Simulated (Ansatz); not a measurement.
**What SbP (model cell, started as layered BN type) distorts into**

Wanted: the energy along a soft mode of SbP (model cell, started as layered BN type) and the structure at the end.

Main program and level: Ansatz 0.2.0; DFT LDA, scalar-relativistic, plane waves, PAW.

The structure was built from a prototype and need not be the compound's stable phase.

**1. The starting structure**

Symmetry: P6_3/mmc, No. 194, hexagonal system. The conventional cell has a = 4.652 Å, b = 4.652 Å, c = 5.549 Å, α = 90.00°, β = 90.00°, γ = 120.00°. Nearest to Sb lie 5 P at 2.69 to 2.77 Å. Nearest to P lie 5 Sb at 2.69 to 2.77 Å. Farther neighbours are not listed.

As a file:

```cif
data_structure
_symmetry_space_group_name_H-M 'P6_3/mmc'
_symmetry_Int_Tables_number 194
_cell_length_a 4.6518
_cell_length_b 4.6518
_cell_length_c 5.5487
_cell_angle_alpha 90.000
_cell_angle_beta 90.000
_cell_angle_gamma 120.000
_cell_volume 103.98
loop_
_atom_site_label
_atom_site_type_symbol
_atom_site_symmetry_multiplicity
_atom_site_Wyckoff_symbol
_atom_site_fract_x
_atom_site_fract_y
_atom_site_fract_z
_atom_site_occupancy
Sb1 Sb 2 c 0.33333 0.66667 0.25000 1
P1 P 2 d 0.66667 0.33333 0.25000 1
```

**2. Phonons on a q mesh**

The cell comes from relaxations at this level that are not shown. The mesh has a single point along some directions, so zone-edge points there are not solved. Linear response on a 2×2×1 q mesh gives force constants as far as a supercell of that size would.

input.yaml

```yaml
crystal:
  lattice:
    - [4.6517605951, -3.0644e-06, 0.0]
    - [-2.3258776437, 4.0285443799, 0.0]
    - [0.0, 0.0, 5.5486638842]
  atoms:
    - { symbol: Sb, position: [0.3333333333, 0.6666666667, 0.25] }
    - { symbol: Sb, position: [0.6666666667, 0.3333333333, 0.75] }
    - { symbol: P, position: [0.6666666667, 0.3333333333, 0.25] }
    - { symbol: P, position: [0.3333333333, 0.6666666667, 0.75] }
kpoints:
  mp_grid: { grid: [10, 10, 6] }
hamiltonian:
  xc: lda
scf:
  occupations: { method: methfessel_paxton, width: 0.15 }
output:
  eigenvalues: true
phonons:
  method: dfpt
  qmesh: [2, 2, 1]
  temperatures: { t_max: 1000, t_step: 50 }
  qpath:
    path:
      - [[0.0, 0.0, 0.0], [0.5, 0.0, 0.0], [0.33333333, 0.33333333, 0.0], [0.0, 0.0, 0.0], [0.0, 0.0, 0.5], [0.5, 0.0, 0.5], [0.33333333, 0.33333333, 0.5], [0.0, 0.0, 0.5]]
      - [[0.5, 0.0, 0.5], [0.5, 0.0, 0.0]]
      - [[0.33333333, 0.33333333, 0.5], [0.33333333, 0.33333333, 0.0]]
    npoints: 10
```

Run with:

```sh
ansatz run input.yaml --threads 4 --pin off --max-ram 7168MiB --backend cpu --events-out ev --progress --plain --runs-dir out
```

Numbers of over 12 decimals in the logs are rounded to 6 here.

The program printed:

```text
Engine: ansatz 0.2.0, aarch64-unknown-linux-gnu
Pseudopotentials: kind: paw
Pseudopotential: Sb, paw, valence charge 15, recommended cutoff 420 eV (normal), Sb.paw.azcp
Pseudopotential: P, paw, valence charge 5, recommended cutoff 420 eV (normal), P.paw.azcp
Functional definition: SPW92
  exchange = slater_x
  correlation = pw_c
Crystal: 4 atoms, lattice volume = 103.981 Å³
Basis set: ecut = 420 eV, 2029 PW (Γ), exchange–correlation on 64×64×80 points (8 copies of the dense FFT grid, shifted against one another)
Bands: 24, of which v1, the nominal top of the filled ones, is band 20 counted from 1 (19 counted from 0)
Symmetry: 24 space group operations
k-points: 56 of 600
Non-local potential: Sb, projectors of the file, l = 0: 2, l = 1: 2, l = 2: 2, l = 3: 2
Non-local potential: P, projectors of the file, l = 0: 2, l = 1: 2, l = 2: 2
PAW form: soft (Blöchl's): semilocal exchange-correlation on the pseudo side does not see the compensation charge
PAW frozen core: Sb, regenerated for the run's functional, and the local potential with it (the file was generated under x = pbe(κ = 0.804, μ = 0.219515), c = pbe(β = 0.066725))
PAW frozen core: P, regenerated for the run's functional, and the local potential with it (the file was generated under x = pbe(κ = 0.804, μ = 0.219515), c = pbe(β = 0.066725))
PAW one-centre angular grid: Sb, 590 points (default); XC on 64 Gauss nodes
PAW one-centre angular grid: P, 110 points (default); XC on 64 Gauss nodes
Initial density: superposition of atomic densities (neutral atoms: chi_scale 0, normalization atom), corrected by the library's trained network
Initial wavefunctions: pseudopotential atomic-orbital guess
Functional: x = slater, c = lda
SCF iter   1: F=—  HF=-14122.346411 eV  |F-HF|=—  |Δ(HF+E_count)|=         —  Δρ=6.48e-3  dr2=4.44e-2  ethr=1.77e-3  ⟨swp⟩=8.4  Hψ=15311  notcnv=0
automatic band count: the SCF goes on with 28 bands, as 24 were too few: they end inside the smearing window of the response
preconditioner: auto → LDOS  [metal: Δε(μ)=0.035 eV  Ē_g=9.250 eV  σ=0.150 eV  W_gap=0.20  n_scr=22 (ndim 8)  ℏωp=16.3 eV  f_vac=0.049  D(μ)=2.00/eV (n_scr^D=8)  β→1.0]
SCF iter   2: F=—  HF=-14122.329698 eV  |F-HF|=—  |Δ(HF+E_count)|=   1.67e-2  S|Δr|=    0.00e0  Δρ=7.48e-4  dr2=5.53e-4  ethr=1.11e-4  ⟨swp⟩=2.4  Hψ=2446  notcnv=0
SCF iter   3: F=—  HF=-14122.329533 eV  |F-HF|=—  |Δ(HF+E_count)|=   1.64e-4  S|Δr|=    0.00e0  Δρ=4.43e-4  dr2=1.37e-4  ethr=1.38e-6  ⟨swp⟩=2.5  Hψ=2653  notcnv=0
SCF iter   4: F=—  HF=-14122.329449 eV  |F-HF|=—  |Δ(HF+E_count)|=   8.44e-5  S|Δr|=    0.00e0  Δρ=7.43e-5  dr2=6.48e-6  ethr=3.42e-7  ⟨swp⟩=2.0  Hψ=2583  notcnv=0
SCF iter   5: F=—  HF=-14122.329446 eV  |F-HF|=—  |Δ(HF+E_count)|=   2.66e-6  S|Δr|=    0.00e0  Δρ=1.42e-5  dr2=3.57e-7  ethr=1.62e-8  ⟨swp⟩=2.1  Hψ=2599  notcnv=0
SCF iter   6: F=—  HF=-14122.329445 eV  |F-HF|=—  |Δ(HF+E_count)|=   1.56e-6  S|Δr|=    0.00e0  Δρ=2.07e-6  dr2=7.45e-9  ethr=8.93e-10  ⟨swp⟩=2.1  Hψ=1872  notcnv=0
SCF iter   7: F=—  HF=-14122.329445 eV  |F-HF|=—  |Δ(HF+E_count)|=   1.08e-9  S|Δr|=    0.00e0  Δρ=4.04e-7  dr2=3.02e-10  ethr=1.86e-11  ⟨swp⟩=2.3  Hψ=2140  notcnv=0
SCF iter   8: F=-14122.329445 eV  HF=-14122.329445 eV  |F-HF|=0.00e0  |Δ(HF+E_count)|=  2.18e-11  S|Δr|=    0.00e0  Δρ=8.71e-8  dr2=7.00e-12  ethr=1.00e-12  ⟨swp⟩=10.8  Hψ=10255  notcnv=0
SCF 1 converged in 8 iterations: F = -14122.329445 eV  dr2 = 7.00e-12
  greatest PAW one-centre occupation: 0.998 electrons in one spin orbital (limit 2), on the Sb atom at site 1 (counted from 0), in its partial waves of l = 2
phonons: the bands overlap, so this run is a metal and interpolates without the dipole-dipole term. If the crystal is really an insulator or semiconductor, its LO-TO splitting is missing
NSCF: frozen V_eff on 56 k-points
WARN: eigensolver did not converge in 10 slots of this pass, the one above among them; of largest residual over every band (k=52): 1 band(s) unlocked (lowest unlocked band 27, counted from 0; max residual 5.03e-3 eV among the unlocked bands, 5.03e-3 eV over every band); of lowest unlocked band (k=12): band 27
NSCF: frozen V_eff on 208 k-points
DFPT response loops at q = (0, 0, 0) (fractional): preconditioner auto → Kerker (q_TF=auto, 2.327 Å⁻¹) (partly filled bands, converged f_vac=0.050); β = 1.00, the filter's whole step (`scf.mixing.beta` (0.50) is not read by the response loops under this deck's `scf.mixing.preconditioner`; to damp them name `kerker` or `kerker_dos`, under which they read `scf.mixing.beta`, and type it under 1.00, their step now; both keys bind the ground state too); Broyden in place of MSR1
NSCF: frozen V_eff on 416 k-points
DFPT response loops at q = (0, -0.5, 0) (fractional): mixed as the last ones told, above
SCF converged after 8 iterations
Stability not checked: this state was not tested for a lower state beside it, because cold or Methfessel-Paxton smearing, or corrected tetrahedra, fill the levels in a way that the test cannot read (fill_not_monotonic; see scf.lower_state_search)
Free energy (F): -14122.329445 eV
Harris-Foulkes:  -14122.329445 eV  (|F-HF|=0.00e0)
Internal energy: -14122.330658 eV  (E = F + TS)
E sigma→0 (E₀):  -14122.329748 eV
Entropy (-TS):   0.001214 eV (0.303 meV/atom)
Fermi energy:    8.169121 eV
--- Per-component energies (eV) ---
  E_band       = -379.107780
  E_kinetic    = 556.239700
  E_local      = -3758.081316  (includes V_loc(G=0)·N_el)
  E_nonlocal   = 803.458008
  E_hartree    = 1670.316011
  E_xc         = -397.547818
  E_vxc        = -315.666985  (∫ρ·V_xc dr)
  E_paw        = -9932.518590  (= ΣΔE_a)
  E_vpaw       = -1005.689312  (= ΣTr[D̂ρ^β])
  E_aug_tail   = 0.000002  (compensation charges beyond the density's cutoff)
  E_ewald      = -3065.549007
  E_core_change = 1.352350  (= ΣΔE_core)
  E_smearing   = 0.001214  (= −TS)
  E_closure    = 0.000000  (closes the sum)
  Σ components = -14122.329445   (vs F -14122.329445, Δ=0.00e0)
--- Band table (eV; the first three rows and the last of 56) ---
  k-point 0: bands = [... 16 lower, 4.0149, 5.8940, 5.9704, 5.9704, 7.9175, 7.9175, 10.5657, 10.5657, ... 4 higher]
  k-point 1: bands = [... 16 lower, 3.7811, 5.7491, 5.7491, 6.8780, 8.0044, 8.0044, 10.2325, 10.2325, ... 4 higher]
  k-point 2: bands = [... 16 lower, 4.1078, 5.2155, 5.2155, 8.1854, 8.3093, 8.3093, 9.0694, 9.5360, ... 4 higher]
  k-point 55: bands = [... 16 lower, 6.9414, 6.9414, 8.0113, 8.0113, 8.8033, 8.8033, 9.3766, 9.3766, ... 4 higher]
--- Phonons (Γ-DFPT): 4 representative perturbations + reference (Σ response iterations 12) ---
  ASR residual: 2.972e-5 → 0.000e0 eV/Å²; symmetrization residual: 3.558e-5 eV/Å²
  ASR residual per site (eV/Å²): 2.97e-5 2.97e-5 2.48e-5 2.48e-5
  Γ frequencies (cm⁻¹): -165.72 0.00 0.00 0.00 19.59 19.59 91.84 152.82 152.82 184.06 184.06 246.79
--- Phonons (arbitrary-q DFPT): 2 irreducible q on the 2×2×1 mesh ---
  q = [0.0000, 0.0000, 0.0000] (star 1, of the zone-centre solve; hermiticity 1.60e-5, symmetrization 3.14e-7): -165.72 -0.00 -0.00 0.00 19.59 19.59 91.84 152.82 152.82 184.06 184.06 246.79
  q = [0.0000, -0.5000, 0.0000] (star 3, 6 solved perturbations in 1080 linear systems a pass and spin channel, the states on 208 of 600 k-point pairs; hermiticity 8.73e-5, symmetrization 1.23e-5): -80.28 54.18 56.92 61.80 76.33 92.17 101.40 118.64 152.57 153.26 167.57 208.36
  sum rule: each row above includes the acoustic sum rule's correction from the zone centre's row sums; it moved no ω² by more than (0.47 cm⁻¹)²
  mesh force constants: q→R imaginary residual 1.24e-17; ASR residual 2.972e-5 → 0.000e0 eV/Å²; symmetrization residual 3.553e-15 eV/Å²
  interpolated dispersion: 93 rows × 12 modes
  density of states and harmonic sums: on the 16×16×11 q-mesh, interpolated from the force constants of a 2×2×1 supercell (no non-analytic term)
  largest difference from the sums on the solved wave vectors: F 2.09e-1 eV, S 2.88e-4 and C_V 8.26e-5 eV/K
  zero-point energy: 0.075909 eV/cell   skipped modes (ω ≤ 0): 165, of them read as no rigid motion or as one in doubt: 162 (8.239e-1 modes/cell left out, lowest -165.72 cm⁻¹)   left out of the sums: 6.87e-2 of the cell's modes: C_V's classical limit lies that fraction below 3 k_B per atom; for a crystal, a wire or a layer, F and S can be off by more, and a phonons.interpolated_qmesh denser along its periods is the remedy for the sampling
```

Elapsed: 3.4 min, on 4 threads of Arm Neoverse N1, shared host; peak memory 1.6 GiB; 13 min of CPU time.

This step gave:

| Property | Result |
| --- | --- |
| volume per atom | 26.00 Å³ |
| gap on the k-mesh | 0 eV |
| sum-rule residual before enforcement | 2.97e-5 eV/Å² |
| point group | 6/mmm |
| highest optical mode at the zone centre (no LO-TO term) | 246.8 cm⁻¹ |
| lowest optical zone-centre mode | -165.7 cm⁻¹ |
| lowest mode on the q mesh (acoustic modes at Γ apart) | -165.7 cm⁻¹ |
| highest frequency at a solved wavevector (no LO-TO term at Γ) | 246.8 cm⁻¹ |

Frequencies (cm⁻¹) solved at each irreducible wavevector; negative means imaginary. Frequencies by wavevector, by row:

| q in reciprocal lattice units | star | mode 1 | mode 2 | mode 3 | mode 4 | mode 10 | mode 11 | mode 12 |
| --- | --- | --- | --- | --- | --- | --- | --- | --- |
| 0 0 0 | 1 | -165.7 | 0 | 0 | 0 | 184.1 | 184.1 | 246.8 |
| 0 -0.5 0 | 3 | -80.3 | 54.2 | 56.9 | 61.8 | 153.3 | 167.6 | 208.4 |

Symmetry leaves 2 wavevectors to solve. The lowest mode among them, the acoustic zeros apart, lies at Γ and is imaginary, 165.7i cm⁻¹, so the energy falls along it.

**3. The mode frozen in, largest atomic shift 0 Å**

The mode followed lies at Γ with frequency 165.7i cm⁻¹, the softest among the wavevectors solved. At small amplitude the distorted cell has space group no. 186 by a symmetry search on the positions. The undistorted cell that holds it gives the zero of energy on the same k mesh.

input.yaml, the sections that differ from step 2:

```yaml
output:
  forces: true
  stress: true
  eigenvalues: true
# crystal, kpoints, hamiltonian, scf: as in step 2
# phonons: removed
```

The program printed:

```text
[...]
Crystal: 4 atoms, lattice volume = 103.981 Å³
Basis set: ecut = 420 eV, 2029 PW (Γ)
Bands: 24, of which v1, the nominal top of the filled ones, is band 20 counted from 1 (19 counted from 0)
Symmetry: 24 space group operations
[...]
k-points: 56 of 600
[...]
P = ⅓ Tr σ = -0.0003 GPa (-0.003 kbar)
--- Band table (eV; the first three rows and the last of 56) ---
  k-point 0: bands = [... 16 lower, 4.0149, 5.8940, 5.9704, 5.9704, 7.9175, 7.9175, 10.5657, 10.5657]
  k-point 1: bands = [... 16 lower, 3.7811, 5.7491, 5.7491, 6.8781, 8.0044, 8.0044, 10.2325, 10.2325]
  k-point 2: bands = [... 16 lower, 4.1078, 5.2155, 5.2155, 8.1855, 8.3093, 8.3093, 9.0694, 9.5360]
  k-point 55: bands = [... 16 lower, 6.9414, 6.9414, 8.0113, 8.0113, 8.8033, 8.8033, 9.3766, 9.3766]
[key lines of the parts left out:]
SCF converged after 6 iterations
Free energy (F): -14122.329443 eV
Fermi energy:    8.169117 eV
```

The job ended after 3.5 s (4 threads; peak memory 0.43 GiB; 13 s of CPU time).

This step gave:

```yaml
pressure: -2.82e-4 GPa
energy_from_the_undistorted_cell: 0 meV/atom
```

The run ends at a pressure of 0.00 GPa.

**4. The mode frozen in, largest atomic shift 0.14 Å**

The atoms are moved along the unstable eigenvector, the largest shift by 0.14 Å, with the cell fixed.

input.yaml

```yaml
crystal:
  lattice:
    - [4.6517605951, -3.0644e-06, 0.0]
    - [-2.3258776437, 4.0285443799, 0.0]
    - [0.0, 0.0, 5.5486638842]
  atoms:
    - { symbol: Sb, position: [0.3333333333, 0.6666666667, 0.2435815681] }
    - { symbol: Sb, position: [0.6666666667, 0.3333333333, 0.7435815681] }
    - { symbol: P, position: [0.6666666667, 0.3333333333, 0.2752312994] }
    - { symbol: P, position: [0.3333333333, 0.6666666667, 0.7752312994] }
kpoints:
  mp_grid: { grid: [10, 10, 6] }
hamiltonian:
  xc: lda
scf:
  occupations: { method: methfessel_paxton, width: 0.15 }
output:
  forces: true
  stress: true
  eigenvalues: true
  write_density: true
  write_potential: true
  elf: true
  volumetric_format: npy
```

The program printed:

```text
[...]
Crystal: 4 atoms, lattice volume = 103.981 Å³
Basis set: ecut = 420 eV, 2029 PW (Γ)
Bands: 24, of which v1, the nominal top of the filled ones, is band 20 counted from 1 (19 counted from 0)
Symmetry: 12 space group operations
[...]
k-points: 56 of 600 (time reversal used)
[...]
P = ⅓ Tr σ = 0.8040 GPa (8.040 kbar)
--- Band table (eV; the first three rows and the last of 56) ---
  k-point 0: bands = [... 16 lower, 4.0448, 5.7666, 6.0144, 6.0144, 7.8669, 7.8669, 10.5987, 10.5987]
  k-point 1: bands = [... 16 lower, 3.7727, 5.7802, 5.7802, 6.7544, 7.9680, 7.9680, 10.2579, 10.2579]
  k-point 2: bands = [... 16 lower, 4.1533, 5.2277, 5.2277, 7.8936, 8.2947, 8.2947, 9.4191, 9.5491]
  k-point 55: bands = [... 16 lower, 6.6017, 6.6017, 8.3120, 8.3120, 8.7152, 8.7152, 9.5484, 9.5484]
[key lines of the parts left out:]
SCF converged after 7 iterations
Free energy (F): -14122.373125 eV
Fermi energy:    8.190813 eV
```

Wall time 8.1 s (4 threads); peak memory 0.42 GiB; 31 s of CPU time.

This step gave:

* pressure: 0.8040 GPa
* energy from the undistorted cell: -10.81 meV/atom

The energy, extrapolated to zero smearing, is -10.81 meV/atom against the undistorted cell.

The run ends at a pressure of 0.80 GPa, with forces up to 0.097 eV/Å.

**5. Energy along the mode, all amplitudes (two of the runs are shown above)**

An imaginary frequency means negative curvature, so the energy should fall and then rise again as anharmonic terms take over.

This step gave:

- depth at the lowest point sampled: 10.81 meV/atom
- largest atomic shift at that point: 0.14 Å

Energy from the parent against largest atomic shift:

| largest atomic shift (Å) | energy from the parent (meV/atom) |
| --- | --- |
| 0.000 | 0 |
| 0.040 | -1.46 |
| 0.080 | -5.05 |
| 0.140 | -10.8 |
| 0.220 | -5.86 |
| 0.320 | 47.5 |

Displacement at unit largest shift by atom:

| atom | x (Å) | y (Å) | z (Å) | size |
| --- | --- | --- | --- | --- |
| Sb1 | 0.00 | 0.00 | -0.25 | 0.25 |
| Sb2 | 0.00 | 0.00 | -0.25 | 0.25 |
| P3 | 0.00 | 0.00 | 1.00 | 1.00 |
| P4 | 0.00 | 0.00 | 1.00 | 1.00 |

The lowest of the steps tried is at 0.14 Å, 10.8 meV/atom below the parent; the bottom of the well need not coincide with a step.

[end of part 1 of 2]

[Logs are printed without paths, hosts, clocks, repeated set-up lines and the standing remarks that a program may print on its own settings, such as how far it seeks lower states.]

[Hosts, paths, dates, database ids (printed as entryN), source tags and the programs' standing remarks are cut or masked in the printed files.]
